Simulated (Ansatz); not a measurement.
**W(100) with 4 thermally displaced layers, 2x2: scattering by thermal displacements**

Wanted: the phonon-limited resistivity of W at 500 K by the Landauer route. The measured value for the pure metal at this temperature is 10.3 µΩ cm (CRC Handbook of Chemistry and Physics, 84th ed., 2003, Electrical Resistivity of Pure Metals).

Method: Ansatz plane-wave DFT, PBE, PAW files; ballistic transport by layer matching (Landauer), zero bias; PAW set soft_1, in Ansatz 0.2.0.

### 1. Starting point

The cell holds 56 atoms: 56 W. Its edges and angles: a = 6.330 Å, b = 6.330 Å, c = 22.154 Å, α = 90.0°, β = 90.0°, γ = 90.0°. It derives from W. Regions: lead, 40 atoms (40 W); scattering region, 16 atoms (16 W). The structure is stacked along c, and the current runs across the ab planes.

### 2. With 4 displaced layers

Each atom of 4 layers is moved at random, by amounts drawn from a normal law 0.0502 Å wide in each direction from the Debye model (400 K) at 500 K. The layers about the cell's end stay perfect and serve as the lead. Disorder leaves little or no symmetry, which makes such runs dear. Energies from -0.05 to 0.05 eV in steps of 0.05 eV are too few for the program's thermal sum, so it prints no conductance; for a metal the transmission near the Fermi level serves, at a fraction of the cost.

Contents of input.yaml:

```yaml
crystal:
  lattice:
    - [6.3296, 0.0, 0.0]
    - [0.0, 6.3296, 0.0]
    - [0.0, 0.0, 22.1536]
  atoms:
    - { symbol: W, position: [0.0, 0.0, 0.0357142857] }
    - { symbol: W, position: [0.0, 0.5, 0.0357142857] }
    - { symbol: W, position: [0.5, 0.0, 0.0357142857] }
    - { symbol: W, position: [0.5, 0.5, 0.0357142857] }
    - { symbol: W, position: [0.25, 0.25, 0.1071428571] }
    - { symbol: W, position: [0.25, 0.75, 0.1071428571] }
    - { symbol: W, position: [0.75, 0.25, 0.1071428571] }
    - { symbol: W, position: [0.75, 0.75, 0.1071428571] }
    - { symbol: W, position: [0.0, 0.0, 0.1785714286] }
    - { symbol: W, position: [0.0, 0.5, 0.1785714286] }
    - { symbol: W, position: [0.5, 0.0, 0.1785714286] }
    - { symbol: W, position: [0.5, 0.5, 0.1785714286] }
    - { symbol: W, position: [0.25, 0.25, 0.25] }
    - { symbol: W, position: [0.25, 0.75, 0.25] }
    - { symbol: W, position: [0.75, 0.25, 0.25] }
    - { symbol: W, position: [0.75, 0.75, 0.25] }
    - { symbol: W, position: [0.0, 0.0, 0.3214285714] }
    - { symbol: W, position: [0.0, 0.5, 0.3214285714] }
    - { symbol: W, position: [0.5, 0.0, 0.3214285714] }
    - { symbol: W, position: [0.5, 0.5, 0.3214285714] }
    - { symbol: W, position: [0.2502710414, 0.2607785336, 0.3956309135] }
    - { symbol: W, position: [0.2459548653, 0.7476380363, 0.3916627135] }
    - { symbol: W, position: [0.7545161432, 0.2495555848, 0.394548703] }
    - { symbol: W, position: [0.7353565079, 0.7624178188, 0.3926387415] }
    - { symbol: W, position: [0.0053932673, 0.9989174573, 0.4634271249] }
    - { symbol: W, position: [0.0036710112, 0.5065358064, 0.4638270209] }
    - { symbol: W, position: [0.4987888848, 0.0054354395, 0.4623145509] }
    - { symbol: W, position: [0.4879956882, 0.5031309674, 0.4627670046] }
    - { symbol: W, position: [0.2347777217, 0.2435471075, 0.5346552622] }
    - { symbol: W, position: [0.2405416465, 0.7381694421, 0.5357972637] }
    - { symbol: W, position: [0.7571123727, 0.2481519938, 0.5340301759] }
    - { symbol: W, position: [0.7530517935, 0.7556854306, 0.5350348162] }
    - { symbol: W, position: [0.0043175075, 0.0082667319, 0.6066741384] }
    - { symbol: W, position: [0.9935513731, 0.5027557789, 0.6077035033] }
    - { symbol: W, position: [0.5087101392, 0.9898173031, 0.6056444241] }
    - { symbol: W, position: [0.4933559647, 0.4862547005, 0.6074292084] }
    - { symbol: W, position: [0.25, 0.25, 0.6785714286] }
    - { symbol: W, position: [0.25, 0.75, 0.6785714286] }
    - { symbol: W, position: [0.75, 0.25, 0.6785714286] }
    - { symbol: W, position: [0.75, 0.75, 0.6785714286] }
    - { symbol: W, position: [0.0, 0.0, 0.75] }
    - { symbol: W, position: [0.0, 0.5, 0.75] }
    - { symbol: W, position: [0.5, 0.0, 0.75] }
    - { symbol: W, position: [0.5, 0.5, 0.75] }
    - { symbol: W, position: [0.25, 0.25, 0.8214285714] }
    - { symbol: W, position: [0.25, 0.75, 0.8214285714] }
    - { symbol: W, position: [0.75, 0.25, 0.8214285714] }
    - { symbol: W, position: [0.75, 0.75, 0.8214285714] }
    - { symbol: W, position: [0.0, 0.0, 0.8928571429] }
    - { symbol: W, position: [0.0, 0.5, 0.8928571429] }
    - { symbol: W, position: [0.5, 0.0, 0.8928571429] }
    - { symbol: W, position: [0.5, 0.5, 0.8928571429] }
    - { symbol: W, position: [0.25, 0.25, 0.9642857143] }
    - { symbol: W, position: [0.25, 0.75, 0.9642857143] }
    - { symbol: W, position: [0.75, 0.25, 0.9642857143] }
    - { symbol: W, position: [0.75, 0.75, 0.9642857143] }
kpoints:
  mp_grid: { grid: [4, 4, 1] }
hamiltonian:
  xc: pbe
  pseudopotentials: { kind: paw, azcp: { folder: soft_1 } }
scf:
  occupations: { method: fermi_dirac, width: 0.1 }
output:
  transmission: { leads: [[0, 4]], kmesh: [8, 8], e_range: [-0.05, 0.05], de: 0.05 }
  write_potential: true
  write_density: true
  volumetric_format: npy
```

Command:

```
ansatz run input.yaml --threads 4 --pin off --max-ram 15360MiB --backend cpu --events-out ev --progress --plain --runs-dir out
```

Numbers of over 12 decimals in the logs are rounded to 6 here.

The log of the run:

```text
Engine: ansatz 0.2.0, aarch64-unknown-linux-gnu
Pseudopotentials: kind: paw
Pseudopotential: W, paw, valence charge 14, recommended cutoff 420 eV (normal), soft_1/W.paw.azcp
Functional definition: PBE
  parameter kappa = 0.804
  parameter beta = 0.066725
  exchange = pbe_x(kappa = kappa, mu = beta*pi^2/3)
  correlation = pbe_c(beta = beta)
Crystal: 56 atoms, lattice volume = 887.558 Å³
Basis set: ecut = 420 eV, 17351 PW (Γ)
Bands: 471, of which v1, the nominal top of the filled ones, is band 392 counted from 1 (391 counted from 0)
Symmetry: 1 space group operations
Space group: P1 (ITA 1), of the structure as read, at distance tolerance 9.6e-5 Å
k-points: 10 of 16 (time reversal used)
Non-local potential: W, projectors of the file, l = 0: 3, l = 1: 2, l = 2: 2, l = 3: 1
PAW form: soft (Blöchl's): semilocal exchange-correlation on the pseudo side does not see the compensation charge
PAW one-centre angular grid: W, 590 points (default); XC on 64 Gauss nodes
Initial density: superposition of atomic densities (chi_scale 0.1, normalization cell)
Initial wavefunctions: pseudopotential atomic-orbital guess
Functional: x = pbe(κ = 0.804, μ = 0.219515), c = pbe(β = 0.066725)
SCF iter   1: F=—  HF=-581621.619103 eV  |F-HF|=—  |Δ(HF+E_count)|=         —  Δρ=6.31e-2  dr2=3.08e1  ethr=3.10e-3  ⟨swp⟩=4.8  Hψ=16792  notcnv=0
preconditioner: auto → Kerker (q_TF=auto, 2.672 Å⁻¹)  [metal: Δε(μ)=0.003 eV  Ē_g=5.401 eV  σ=0.100 eV  W_gap=0.01  n_scr=294 (ndim 8)  ℏωp=22.8 eV  f_vac=0.000  D(μ)=25.87/eV (n_scr^D=204)]
SCF iter   2: F=—  HF=-581614.441373 eV  |F-HF|=—  |Δ(HF+E_count)|=    7.18e0  Δρ=3.77e-2  dr2=1.07e1  ethr=3.10e-3  ⟨swp⟩=2.0  Hψ=6031  notcnv=0  defer=11
SCF iter   3: F=—  HF=-581610.826519 eV  |F-HF|=—  |Δ(HF+E_count)|=    3.61e0  Δρ=2.96e-3  dr2=3.37e-2  ethr=1.36e-3  ⟨swp⟩=2.0  Hψ=8536  notcnv=0  defer=11
SCF iter   4: F=—  HF=-581610.842767 eV  |F-HF|=—  |Δ(HF+E_count)|=   1.62e-2  Δρ=3.05e-4  dr2=6.15e-4  ethr=4.30e-6  ⟨swp⟩=2.3  Hψ=8287  notcnv=0
SCF iter   5: F=—  HF=-581610.842923 eV  |F-HF|=—  |Δ(HF+E_count)|=   1.56e-4  Δρ=4.99e-5  dr2=6.75e-5  ethr=7.84e-8  ⟨swp⟩=2.4  Hψ=7763  notcnv=0
SCF iter   6: F=—  HF=-581610.842247 eV  |F-HF|=—  |Δ(HF+E_count)|=   6.76e-4  Δρ=9.22e-6  dr2=5.76e-6  ethr=8.61e-9  ⟨swp⟩=1.3  Hψ=4844  notcnv=0
SCF iter   7: F=—  HF=-581610.842247 eV  |F-HF|=—  |Δ(HF+E_count)|=   2.64e-7  Δρ=1.78e-6  dr2=2.13e-7  ethr=7.35e-10  ⟨swp⟩=1.1  Hψ=4711  notcnv=0
SCF iter   8: F=-581610.842247 eV  HF=-581610.842247 eV  |F-HF|=4.89e-9  |Δ(HF+E_count)|=   2.44e-9  Δρ=5.04e-7  dr2=6.09e-9  ethr=1.28e-11  ⟨swp⟩=6.2  Hψ=9232  notcnv=0
SCF 1 converged in 8 iterations: F = -581610.842247 eV  dr2 = 6.09e-9
  greatest PAW one-centre occupation: 0.999 electrons in one spin orbital (limit 2), on the W atom at site 21 (counted from 0), in its partial waves of l = 0
transmission: 99 of 952 steps passed
transmission: 192 of 952 steps passed
[...]
transmission: 952 of 952 steps passed
SCF converged after 8 iterations
Free energy (F): -581610.842247 eV
Harris-Foulkes:  -581610.842247 eV  (|F-HF|=4.89e-9)
Internal energy: -581609.860933 eV  (E = F + TS)
E sigma→0 (E₀):  -581610.351590 eV
Entropy (-TS):   -0.981314 eV (-17.523 meV/atom)
Fermi energy:    22.478179 eV
--- Per-component energies (eV) ---
  E_band       = -4714.184763
  E_kinetic    = 23624.649920
  E_local      = -30370.224443  (includes V_loc(G=0)·N_el)
  E_nonlocal   = -1426.396231
  E_hartree    = 12761.245666
  E_xc         = -14997.062256
  E_vxc        = -12962.652378  (∫ρ·V_xc dr)
  E_paw        = -480361.170162  (= ΣΔE_a)
  E_vpaw       = -9102.059904  (= ΣTr[D̂ρ^β])
  E_aug_tail   = 0.008276  (compensation charges beyond the density's cutoff)
  E_ewald      = -90840.911703
  E_smearing   = -0.981314  (= −TS)
  E_closure    = 0.000000  (closes the sum)
  Σ components = -581610.842247   (vs F -581610.842247, Δ=0.00e0)
--- Band table (eV; the first three rows and the last of 10) ---
  k-point 0: bands = [... 388 lower, 22.3912, 22.3981, 22.4005, 22.4151, 22.5206, 22.5745, 22.5760, 22.5849, ... 75 higher]
  k-point 1: bands = [... 388 lower, 22.1793, 22.1992, 22.3623, 22.3819, 22.4593, 22.4697, 22.5599, 22.5745, ... 75 higher]
  k-point 2: bands = [... 388 lower, 22.4234, 22.4473, 22.4511, 22.4642, 22.7122, 22.7179, 22.8531, 22.8715, ... 75 higher]
  k-point 9: bands = [... 388 lower, 21.6748, 21.7050, 21.7639, 21.7965, 22.5000, 22.5215, 22.5569, 22.5772, ... 75 higher]
--- Transmission ---
  basis      : 349 plane waves across, 28 finite elements along
  points     : 34, standing for a mesh of 8 x 8
  energies   : 3 from -0.050000 to 0.050000 eV about the Fermi level, 0.050000 eV apart; the leads are filled to 0.000000 eV, and channels, transmission and decay are at 0.000000 eV
  crystal 0  : W4, at the sites [0, 4], period 1.5824 Å, over 15.82 Å; its Hamiltonian steps by up to 1.9 meV
    offset         : up to 0.0000 Å between an atom of the period and one for which it stands
    channels       : 5.656250e0 a spin
    conductance    : none, the energies end too early or step too widely for 300 K: set another output.transmission.e_range or a lower de, or, where they end at an eighth of basis.ecutwfc, a higher one
    slowest decay  : 0.0294 /Å at (0.5000, 0.5000)
  junction   : crystal 0 to crystal 0, 0.70 to 21.27 Å
    transmission   : 5.149949e0 a spin
    conductance    : none, the energies end too early or step too widely for 300 K: set another output.transmission.e_range or a lower de, or, where they end at an eighth of basis.ecutwfc, a higher one
```

The job ended after 16 min (4 threads of Arm Neoverse V1, shared host; peak memory 7.8 GiB).

Numbers from this step:

* free energy: -581610.8422 eV
* energy at zero smearing: -581610.3516 eV
* Fermi energy: 22.48 eV
* cell area: 40.06 Å²
* transmission per spin nearest the Fermi level: 5.150
* open channels per spin nearest the Fermi level: 5.656
* step of the lead's potential: 1.9 meV

Per spin. Table of transmission, zone mean by energy, zero at the Fermi level:

```
energy (eV)  transmission, zone mean
    -0.0500                     4.79
     0.0000                     5.15
     0.0500                     5.12
```

Per spin. The open channels, zone mean, lead by energy, zero at the Fermi level:

```
energy (eV)  open channels, zone mean, lead
    -0.0500                            5.28
     0.0000                            5.66
     0.0500                            5.53
```

Transmission over k1 and k2. At 0.0000 eV from the Fermi level.

Ten even steps from '_' (0.0) to '@' (13.5):
```
..__::::==::::__
..::..==++==..::
::::==%%@@%%==::
====++@@@@@@++==
::::==%%@@%%==::
..::..==++==..::
..__::::==::::__
__....::++::....
```
Columns: k1 (b1) from -0.5 to 0.375; rows upwards: k2 (b2) from -0.5 to 0.375.

Open channels over k1 and k2. At 0.0000 eV from the Fermi level.

Values, 8 rows by 8 columns:
```
 2.0  1.0  3.0  4.0  7.0  4.0  3.0  1.0
 2.0  3.0  2.0  7.0 10.0  7.0  2.0  3.0
 4.0  4.0  7.0 13.0 14.0 13.0  7.0  4.0
 8.0  7.0 10.0 14.0 14.0 14.0 10.0  7.0
 4.0  4.0  7.0 13.0 14.0 13.0  7.0  4.0
 2.0  3.0  2.0  7.0 10.0  7.0  2.0  3.0
 2.0  1.0  3.0  4.0  7.0  4.0  3.0  1.0
 0.0  2.0  2.0  4.0  8.0  4.0  2.0  2.0
```
Columns: k1 (b1) from -0.5 to 0.375; rows upwards: k2 (b2) from -0.5 to 0.375.

Over the solved energies the transmission per spin lies between 4.79 and 5.15, out of 5.49 channels of the lead on average (up to 5.66).

### 3. With 8 displaced layers

Each atom of 8 layers is moved at random, by amounts drawn from a normal law 0.0502 Å wide in each direction from the Debye model (400 K) at 500 K. A fresh draw is used; the growth of the resistance with length is what counts.

System of this step: W(100) with 8 thermally displaced layers, 2x2. The cell holds 72 atoms: 72 W. Its edges and angles: a = 6.330 Å, b = 6.330 Å, c = 28.483 Å, α = 90.0°, β = 90.0°, γ = 90.0°. It derives from W. Regions: lead, 40 atoms (40 W); scattering region, 32 atoms (32 W). The structure is stacked along c, and the current runs across the ab planes.

Contents of input.yaml:

```yaml
crystal:
  lattice:
    - [6.3296, 0.0, 0.0]
    - [0.0, 6.3296, 0.0]
    - [0.0, 0.0, 28.4832]
  atoms:
    - { symbol: W, position: [0.0, 0.0, 0.0277777778] }
    - { symbol: W, position: [0.0, 0.5, 0.0277777778] }
    - { symbol: W, position: [0.5, 0.0, 0.0277777778] }
    - { symbol: W, position: [0.5, 0.5, 0.0277777778] }
    - { symbol: W, position: [0.25, 0.25, 0.0833333333] }
    - { symbol: W, position: [0.25, 0.75, 0.0833333333] }
    - { symbol: W, position: [0.75, 0.25, 0.0833333333] }
    - { symbol: W, position: [0.75, 0.75, 0.0833333333] }
    - { symbol: W, position: [0.0, 0.0, 0.1388888889] }
    - { symbol: W, position: [0.0, 0.5, 0.1388888889] }
    - { symbol: W, position: [0.5, 0.0, 0.1388888889] }
    - { symbol: W, position: [0.5, 0.5, 0.1388888889] }
    - { symbol: W, position: [0.25, 0.25, 0.1944444444] }
    - { symbol: W, position: [0.25, 0.75, 0.1944444444] }
    - { symbol: W, position: [0.75, 0.25, 0.1944444444] }
    - { symbol: W, position: [0.75, 0.75, 0.1944444444] }
    - { symbol: W, position: [0.0, 0.0, 0.25] }
    - { symbol: W, position: [0.0, 0.5, 0.25] }
    - { symbol: W, position: [0.5, 0.0, 0.25] }
    - { symbol: W, position: [0.5, 0.5, 0.25] }
    - { symbol: W, position: [0.2541838321, 0.244143712, 0.3079964079] }
    - { symbol: W, position: [0.2565152823, 0.7549731279, 0.3062631728] }
    - { symbol: W, position: [0.7575754625, 0.2394415772, 0.3066370082] }
    - { symbol: W, position: [0.7547781299, 0.7359875356, 0.3061668579] }
    - { symbol: W, position: [0.9980149441, 0.006195024, 0.360337692] }
    - { symbol: W, position: [0.9998554072, 0.5027177373, 0.359567554] }
    - { symbol: W, position: [0.5047449941, 0.9991679711, 0.3619786317] }
    - { symbol: W, position: [0.4958634652, 0.5086101717, 0.3621771897] }
    - { symbol: W, position: [0.2485888199, 0.2550094383, 0.4188857572] }
    - { symbol: W, position: [0.2641984044, 0.7375264744, 0.4182223257] }
    - { symbol: W, position: [0.7536865347, 0.2492559784, 0.4148934009] }
    - { symbol: W, position: [0.7599655629, 0.7399983748, 0.4176653554] }
    - { symbol: W, position: [0.0103197303, 0.9873196394, 0.4716893294] }
    - { symbol: W, position: [0.9896220166, 0.5019345837, 0.4748898323] }
    - { symbol: W, position: [0.5160404531, 0.985905129, 0.471209435] }
    - { symbol: W, position: [0.5055769061, 0.5125194719, 0.4729641954] }
    - { symbol: W, position: [0.2440853547, 0.252355321, 0.5277485026] }
    - { symbol: W, position: [0.248384975, 0.7441779476, 0.5284599456] }
    - { symbol: W, position: [0.7524405199, 0.2492629275, 0.5273872689] }
    - { symbol: W, position: [0.7398146413, 0.7461461517, 0.5299029694] }
    - { symbol: W, position: [0.9984894707, 0.9885877154, 0.5856839881] }
    - { symbol: W, position: [0.0042033417, 0.5167105188, 0.5834434501] }
    - { symbol: W, position: [0.4963426673, 0.9885247176, 0.5856653081] }
    - { symbol: W, position: [0.5203681678, 0.4934925606, 0.5821934721] }
    - { symbol: W, position: [0.2547259074, 0.2434179648, 0.6384122935] }
    - { symbol: W, position: [0.2472268842, 0.751521632, 0.6408174393] }
    - { symbol: W, position: [0.7501749268, 0.2572840752, 0.638149244] }
    - { symbol: W, position: [0.7525984143, 0.733050577, 0.6363347687] }
    - { symbol: W, position: [0.0063090972, 0.9953219661, 0.6954659792] }
    - { symbol: W, position: [0.004299089, 0.5104815244, 0.6958745547] }
    - { symbol: W, position: [0.5080615519, 0.9991147966, 0.6932143974] }
    - { symbol: W, position: [0.4942010332, 0.4961313422, 0.6924542219] }
    - { symbol: W, position: [0.25, 0.25, 0.75] }
    - { symbol: W, position: [0.25, 0.75, 0.75] }
    - { symbol: W, position: [0.75, 0.25, 0.75] }
    - { symbol: W, position: [0.75, 0.75, 0.75] }
    - { symbol: W, position: [0.0, 0.0, 0.8055555556] }
    - { symbol: W, position: [0.0, 0.5, 0.8055555556] }
    - { symbol: W, position: [0.5, 0.0, 0.8055555556] }
    - { symbol: W, position: [0.5, 0.5, 0.8055555556] }
    - { symbol: W, position: [0.25, 0.25, 0.8611111111] }
    - { symbol: W, position: [0.25, 0.75, 0.8611111111] }
    - { symbol: W, position: [0.75, 0.25, 0.8611111111] }
    - { symbol: W, position: [0.75, 0.75, 0.8611111111] }
    - { symbol: W, position: [0.0, 0.0, 0.9166666667] }
    - { symbol: W, position: [0.0, 0.5, 0.9166666667] }
    - { symbol: W, position: [0.5, 0.0, 0.9166666667] }
    - { symbol: W, position: [0.5, 0.5, 0.9166666667] }
    - { symbol: W, position: [0.25, 0.25, 0.9722222222] }
    - { symbol: W, position: [0.25, 0.75, 0.9722222222] }
    - { symbol: W, position: [0.75, 0.25, 0.9722222222] }
    - { symbol: W, position: [0.75, 0.75, 0.9722222222] }
kpoints:
  mp_grid: { grid: [4, 4, 1] }
hamiltonian:
  xc: pbe
  pseudopotentials: { kind: paw, azcp: { folder: soft_1 } }
scf:
  occupations: { method: fermi_dirac, width: 0.1 }
output:
  transmission: { leads: [[0, 4]], kmesh: [8, 8], e_range: [-0.05, 0.05], de: 0.05 }
  write_potential: true
  write_density: true
  volumetric_format: npy
```

The log of the run:

```text
[...]
Crystal: 72 atoms, lattice volume = 1141.146 Å³
Basis set: ecut = 420 eV, 22299 PW (Γ)
Bands: 605, of which v1, the nominal top of the filled ones, is band 504 counted from 1 (503 counted from 0)
Symmetry: 1 space group operations
[...]
k-points: 10 of 16 (time reversal used)
[...]
SCF iter   1: F=—  HF=-747798.157272 eV  |F-HF|=—  |Δ(HF+E_count)|=         —  Δρ=6.30e-2  dr2=4.12e1  ethr=3.10e-3  ⟨swp⟩=5.1  Hψ=21899  notcnv=0
[...]
SCF iter   8: F=-747784.347884 eV  HF=-747784.347884 eV  |F-HF|=2.85e-8  |Δ(HF+E_count)|=   6.64e-9  Δρ=7.46e-7  dr2=3.21e-8  ethr=9.92e-12  ⟨swp⟩=7.1  Hψ=13280  notcnv=0
SCF 1 converged in 8 iterations: F = -747784.347884 eV  dr2 = 3.21e-8
[...]
transmission: 123 of 1224 steps passed
transmission: 249 of 1224 steps passed
[...]
transmission: 1224 of 1224 steps passed
SCF converged after 8 iterations
Free energy (F): -747784.347884 eV
[...]
Internal energy: -747783.108477 eV  (E = F + TS)
E sigma→0 (E₀):  -747783.728181 eV
Entropy (-TS):   -1.239406 eV (-17.214 meV/atom)
Fermi energy:    22.418973 eV
[...]
--- Band table (eV; the first three rows and the last of 10) ---
  k-point 0: bands = [... 500 lower, 22.3234, 22.3505, 22.3759, 22.3962, 22.4153, 22.4286, 22.4475, 22.4715, ... 97 higher]
  k-point 1: bands = [... 500 lower, 22.3018, 22.3313, 22.3434, 22.3527, 22.3686, 22.3857, 22.4435, 22.4646, ... 97 higher]
  k-point 2: bands = [... 500 lower, 22.3685, 22.4247, 22.4919, 22.5058, 22.5505, 22.5645, 22.5999, 22.6123, ... 97 higher]
  k-point 9: bands = [... 500 lower, 21.7129, 21.7283, 21.7690, 21.7713, 22.4521, 22.4951, 22.5535, 22.5920, ... 97 higher]
--- Transmission ---
  basis      : 349 plane waves across, 36 finite elements along
  points     : 34, standing for a mesh of 8 x 8
[...]
channels       : 5.281250e0 a spin
[...]
slowest decay  : 0.0385 /Å at (0.5000, 0.5000)
  junction   : crystal 0 to crystal 0, 0.70 to 27.60 Å
    transmission   : 4.196122e0 a spin
[...]
```

The job ended after 23 min (4 threads; peak memory 8.1 GiB; 79 min of CPU time).

Numbers from this step:

```yaml
free_energy: -747784.3479 eV
energy_at_zero_smearing: -747783.7282 eV
fermi_energy: 22.42 eV
transmission_per_spin_nearest_the_fermi_level: 4.196
open_channels_per_spin_nearest_the_fermi_level: 5.281
step_of_the_lead_s_potential: 3.6 meV
```

Per spin. Table of transmission, zone mean by energy, zero at the Fermi level:

```
energy (eV)  transmission, zone mean
    -0.0500                     4.00
     0.0000                     4.20
     0.0500                     4.47
```

Over the solved energies the transmission per spin lies between 4.00 and 4.47, out of 5.20 channels of the lead on average (up to 5.66).

(Part 1 of 2 ends here.)

[Logs are printed without paths, hosts, clocks, repeated set-up lines and the standing remarks that a program may print on its own settings, such as how far it seeks lower states.]

[Hosts, paths, dates, database ids (printed as entryN), source tags and the programs' standing remarks are cut or masked in the printed files.]
